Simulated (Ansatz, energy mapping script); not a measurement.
# CrO2: energy mapping under LDA

How strongly do the moments of CrO2 couple under LDA? The plan is to run several orders and fit a Heisenberg model.

Calculated with Ansatz 0.2.0; LDA; plane waves, collinear spin, no spin–orbit coupling.

This is a report of a sequence of runs, with most program output left out.

In doubt: warnings of the run leave room for a lower electronic state (steps 3, 4, 6, 8, 9), so energies may not be the lowest and differences between runs may mislead.

## Step 1: The starting structure

The structure is tetragonal, space group P4_2/mnm (No. 136). Conventional cell: a = 4.421 Å, b = 4.421 Å, c = 2.917 Å, α = 90.00°, β = 90.00°, γ = 90.00°. Nearest to Cr lie 6 O at 1.88 to 1.92 Å. Nearest to O lie 3 Cr at 1.88 to 1.92 Å. Farther neighbours and most contacts between anions are not listed.

A plain semilocal functional is the cheapest rung. It tends to spread open shells too far.

## Step 2: Run 1 (parallel; cell A, 12 atoms)

Each cell gets its own parallel run on the same mesh, so that most of the mesh error cancels in the differences.

input.yaml

```yaml
crystal:
  lattice:
    - [4.421, 0.0, 0.0]
    - [0.0, 4.421, 0.0]
    - [0.0, 0.0, 5.834]
  atoms:
    - { symbol: Cr, position: [0.0, 0.0, 0.0], spin: 3.0 }
    - { symbol: Cr, position: [0.0, 0.0, 0.5], spin: 3.0 }
    - { symbol: Cr, position: [0.5, 0.5, 0.25], spin: 3.0 }
    - { symbol: Cr, position: [0.5, 0.5, 0.75], spin: 3.0 }
    - { symbol: O, position: [0.301, 0.301, 0.0] }
    - { symbol: O, position: [0.301, 0.301, 0.5] }
    - { symbol: O, position: [0.199, 0.801, 0.25] }
    - { symbol: O, position: [0.199, 0.801, 0.75] }
    - { symbol: O, position: [0.699, 0.699, 0.0] }
    - { symbol: O, position: [0.699, 0.699, 0.5] }
    - { symbol: O, position: [0.801, 0.199, 0.25] }
    - { symbol: O, position: [0.801, 0.199, 0.75] }
magnetization:
  spin_polarized: true
kpoints:
  mp_grid: { grid: [8, 8, 6] }
hamiltonian:
  xc: lda
scf:
  occupations: { method: fermi_dirac, width: 0.05 }
output:
  eigenvalues: true
```

On the command line:

```console
$ ansatz run input.yaml --threads 4 --pin off --max-ram 14336MiB --backend cpu --events-out ev --progress --plain --runs-dir out
```

Wall time 21 s (4 threads of Arm Neoverse V1, shared host); peak memory 0.89 GiB; 81 s of CPU time.

Spin moment in the sphere by atom:

```csv
atom,spin moment in the sphere (μB)
Cr1,1.68
Cr2,1.68
Cr3,1.68
Cr4,1.68
O5,-0.04
O6,-0.04
O7,-0.04
O8,-0.04
O9,-0.04
O10,-0.04
O11,-0.04
O12,-0.04
```

The run ends ferromagnetic.

## Step 3: Compensated +−+− start in cell A (12 atoms)

This order reverses 2 of the 2 neighbours at 2.92 Å, 4 of the 8 neighbours at 3.45 Å and 0 of the 4 neighbours at 4.42 Å, counted for an average magnetic atom.

input.yaml, as its differences from that of step 2:

```diff
@@ -7,5 +7,5 @@
     - { symbol: Cr, position: [0.0, 0.0, 0.0], spin: 3.0 }
-    - { symbol: Cr, position: [0.0, 0.0, 0.5], spin: 3.0 }
+    - { symbol: Cr, position: [0.0, 0.0, 0.5], spin: -3.0 }
     - { symbol: Cr, position: [0.5, 0.5, 0.25], spin: 3.0 }
-    - { symbol: Cr, position: [0.5, 0.5, 0.75], spin: 3.0 }
+    - { symbol: Cr, position: [0.5, 0.5, 0.75], spin: -3.0 }
     - { symbol: O, position: [0.301, 0.301, 0.0] }
```

Elapsed: 20 s, on 4 threads; peak memory 0.82 GiB; 80 s of CPU time.

Spin moment in the sphere by atom:

```csv
atom,spin moment in the sphere (μB)
Cr1,1.44
Cr2,-1.44
Cr3,1.44
Cr4,-1.44
O5,-0.04
O6,0.04
O7,-0.04
O8,0.04
O9,-0.04
O10,0.04
O11,-0.04
O12,0.04
```

The run ends antiferromagnetic, 101.66 meV a magnetic atom above the parallel order of its cell (energies taken at zero occupation width, not the printed F).

## Step 4: Uncompensated +++− start in cell A (12 atoms)

This order reverses 1 of the 2 neighbours at 2.92 Å, 4 of the 8 neighbours at 3.45 Å and 0 of the 4 neighbours at 4.42 Å, counted for an average magnetic atom.

input.yaml, as its differences from that of step 3:

```diff
@@ -7,3 +7,3 @@
     - { symbol: Cr, position: [0.0, 0.0, 0.0], spin: 3.0 }
-    - { symbol: Cr, position: [0.0, 0.0, 0.5], spin: -3.0 }
+    - { symbol: Cr, position: [0.0, 0.0, 0.5], spin: 3.0 }
     - { symbol: Cr, position: [0.5, 0.5, 0.25], spin: 3.0 }
```

Run time: 41 s. Hardware: 4 threads; peak memory 1.1 GiB.

The run ends ferrimagnetic, 94.37 meV a magnetic atom above the parallel order of its cell (energies taken at zero occupation width, not the printed F).

## Step 5: Parallel start in cell B (6 atoms)

A new cell needs its own zero of energy.

input.yaml, the sections that differ from step 4:

```yaml
crystal:
  lattice:
    - [0.0, 0.0, 2.917]
    - [4.421, 0.0, 0.0]
    - [0.0, 4.421, 0.0]
  atoms:
    - { symbol: Cr, position: [0.0, 0.0, 0.0], spin: 3.0 }
    - { symbol: Cr, position: [0.5, 0.5, 0.5], spin: 3.0 }
    - { symbol: O, position: [0.0, 0.301, 0.301] }
    - { symbol: O, position: [0.5, 0.199, 0.801] }
    - { symbol: O, position: [0.0, 0.699, 0.699] }
    - { symbol: O, position: [0.5, 0.801, 0.199] }
kpoints:
  mp_grid: { grid: [12, 8, 8] }
# magnetization, hamiltonian, scf, output: as in step 4
```

Elapsed: 7.1 s, on 4 threads; peak memory 0.56 GiB.

The run ends ferromagnetic. For each magnetic atom its energy differs from the parallel run of the first cell by 0.00 meV, an error that one common reference would have brought in.

## Step 6: Run 5 (compensated +−; cell B, 6 atoms)

This order reverses 0 of the 2 neighbours at 2.92 Å, 8 of the 8 neighbours at 3.45 Å and 0 of the 4 neighbours at 4.42 Å, counted for an average magnetic atom.

input.yaml, as its differences from that of step 5:

```diff
@@ -7,3 +7,3 @@
     - { symbol: Cr, position: [0.0, 0.0, 0.0], spin: 3.0 }
-    - { symbol: Cr, position: [0.5, 0.5, 0.5], spin: 3.0 }
+    - { symbol: Cr, position: [0.5, 0.5, 0.5], spin: -3.0 }
     - { symbol: O, position: [0.0, 0.301, 0.301] }
```

Wall time 11 s (4 threads); peak memory 0.64 GiB.

The run ends antiferromagnetic, 142.39 meV a magnetic atom above the parallel order of its cell (energies taken at zero occupation width, not the printed F).

## Step 7: Parallel start in cell C (12 atoms)

input.yaml

```yaml
crystal:
  lattice:
    - [0.0, -4.421, -2.917]
    - [0.0, 4.421, -2.917]
    - [4.421, 0.0, 2.917]
  atoms:
    - { symbol: Cr, position: [0.5, 0.5, 0.0], spin: 3.0 }
    - { symbol: Cr, position: [0.0, 0.0, 0.0], spin: 3.0 }
    - { symbol: Cr, position: [0.25, 0.75, 0.5], spin: 3.0 }
    - { symbol: Cr, position: [0.75, 0.25, 0.5], spin: 3.0 }
    - { symbol: O, position: [0.5, 0.801, 0.301] }
    - { symbol: O, position: [0.0, 0.301, 0.301] }
    - { symbol: O, position: [0.949, 0.75, 0.199] }
    - { symbol: O, position: [0.449, 0.25, 0.199] }
    - { symbol: O, position: [0.5, 0.199, 0.699] }
    - { symbol: O, position: [0.0, 0.699, 0.699] }
    - { symbol: O, position: [0.551, 0.75, 0.801] }
    - { symbol: O, position: [0.051, 0.25, 0.801] }
magnetization:
  spin_polarized: true
kpoints:
  mp_grid: { grid: [9, 9, 9] }
hamiltonian:
  xc: lda
scf:
  occupations: { method: fermi_dirac, width: 0.05 }
output:
  eigenvalues: true
```

Run time: 27 s. Hardware: 4 threads; peak memory 1 GiB.

The run ends ferromagnetic. For each magnetic atom its energy differs from the parallel run of the first cell by -0.03 meV, an error that one common reference would have brought in.

## Step 8: Order 7: compensated +−+−, cell C of 12 atoms

This order reverses 2 of the 2 neighbours at 2.92 Å, 4 of the 8 neighbours at 3.45 Å and 4 of the 4 neighbours at 4.42 Å, counted for an average magnetic atom.

input.yaml, as its differences from that of step 7:

```diff
@@ -7,5 +7,5 @@
     - { symbol: Cr, position: [0.5, 0.5, 0.0], spin: 3.0 }
-    - { symbol: Cr, position: [0.0, 0.0, 0.0], spin: 3.0 }
+    - { symbol: Cr, position: [0.0, 0.0, 0.0], spin: -3.0 }
     - { symbol: Cr, position: [0.25, 0.75, 0.5], spin: 3.0 }
-    - { symbol: Cr, position: [0.75, 0.25, 0.5], spin: 3.0 }
+    - { symbol: Cr, position: [0.75, 0.25, 0.5], spin: -3.0 }
     - { symbol: O, position: [0.5, 0.801, 0.301] }
```

Run time: 29 s. Hardware: 4 threads; peak memory 0.94 GiB.

The run ends antiferromagnetic, 110.44 meV a magnetic atom above the parallel order of its cell (energies taken at zero occupation width, not the printed F).

## Step 9: Uncompensated +++− start in cell C (12 atoms)

This order reverses 1 of the 2 neighbours at 2.92 Å, 4 of the 8 neighbours at 3.45 Å and 2 of the 4 neighbours at 4.42 Å, counted for an average magnetic atom.

input.yaml, as its differences from that of step 8:

```diff
@@ -7,3 +7,3 @@
     - { symbol: Cr, position: [0.5, 0.5, 0.0], spin: 3.0 }
-    - { symbol: Cr, position: [0.0, 0.0, 0.0], spin: -3.0 }
+    - { symbol: Cr, position: [0.0, 0.0, 0.0], spin: 3.0 }
     - { symbol: Cr, position: [0.25, 0.75, 0.5], spin: 3.0 }
```

Elapsed: 59 s, on 4 threads; peak memory 1.4 GiB.

The run ends ferrimagnetic, 95.98 meV a magnetic atom above the parallel order of its cell (energies taken at zero occupation width, not the printed F).

## Step 10: From energies to couplings

Each energy difference is a sum of couplings weighted by the pairs that the order reverses. A few near shells are fitted to the differences by least squares. Energies are those extrapolated to zero occupation width, not the free energies F.

The orders side by side; each is measured from the parallel order in the same cell and on the same mesh:

```csv
order,atoms,energy (meV a magnetic atom),moments (μB),moments kept as typed,"opposed neighbours at 2.92, 3.45, 4.42 Å"
parallel in cell A,12,0.00,1.68,yes,"0, 0, 0"
compensated +−+− in cell A,12,101.66,1.44,yes,"2, 4, 0"
uncompensated +++− in cell A,12,94.37,1.37 to 1.55,yes,"1, 4, 0"
parallel in cell B,6,0.00,1.68,yes,"0, 0, 0"
compensated +− in cell B,6,142.39,1.40,yes,"0, 8, 0"
parallel in cell C,12,0.00,1.68,yes,"0, 0, 0"
compensated +−+− in cell C,12,110.44,1.46,yes,"2, 4, 4"
uncompensated +++− in cell C,12,95.98,1.33 to 1.57,yes,"1, 4, 2"
```

The Heisenberg fit (each pair counts twice, positive J is ferromagnetic):

```csv
pair,distance (Å),neighbours,J (meV)
Cr–Cr,2.92,2,8.05
Cr–Cr,3.45,8,9.05
Cr–Cr,4.42,4,0.958
```

These orders cannot tell some unfitted shells from fitted ones: the value at 2.92 Å holds J(2.92) + 4 J(5.30) + 4 J(6.90), the value at 3.45 Å holds J(3.45) + J(5.38) and the value at 4.42 Å holds J(4.42) − 2 J(5.30); other unfitted shells add to the values wholly or in part. No temperature is drawn.

Limits of this fit: moments change by up to 21 % between orders.

## Step 11: Results

```json
{"lowest order tried": "parallel", "largest fitted value (a combination of shells), Cr–Cr at 3.45 Å": "9.05 meV"}
```

Of the orders tried, CrO2 prefers parallel moments under LDA. The largest fitted value is 9.0 meV, at 3.45 Å. It is a combination of shells that these orders cannot split, so neither its size nor its sign can be laid on that pair alone. The orders also reverse pairs at 5.30 and 5.38 Å, which are not fitted, so the fitted values hold their part too. No fitted order reverses the pairs at 5.83 Å, so their coupling is unknown and is set to zero in the model. The 5 differences hold only 3 independent equations for a pair model, so the fit of 3 couplings has none to spare and its small miss tests the pair form alone. In the fitted orders moments change by up to 21 % against the parallel run of the same cell, so a model of fixed spins is doubtful here. Every order is gapless on its mesh at this level. In a metal exchange reaches farther, and a short model of fixed moments is less apt; where the compound is in fact an insulator, these couplings come from a wrongly metallic state. With a near shell that the orders cannot separate, no temperature is given.

[Logs and program files are shortened in this print: banners, set-up blocks, solver, clock and traceback lines can be left out without a mark of their own.]

[Logs are printed without paths, hosts, clocks, repeated set-up lines and the standing remarks that a program may print on its own settings, such as how far it seeks lower states.]

[Hosts, paths, dates, database ids (printed as entryN), source tags and the programs' standing remarks are cut or masked in the printed files.]

[Where a cell is said to come from a database of computed structures, the database is the Materials Project.]
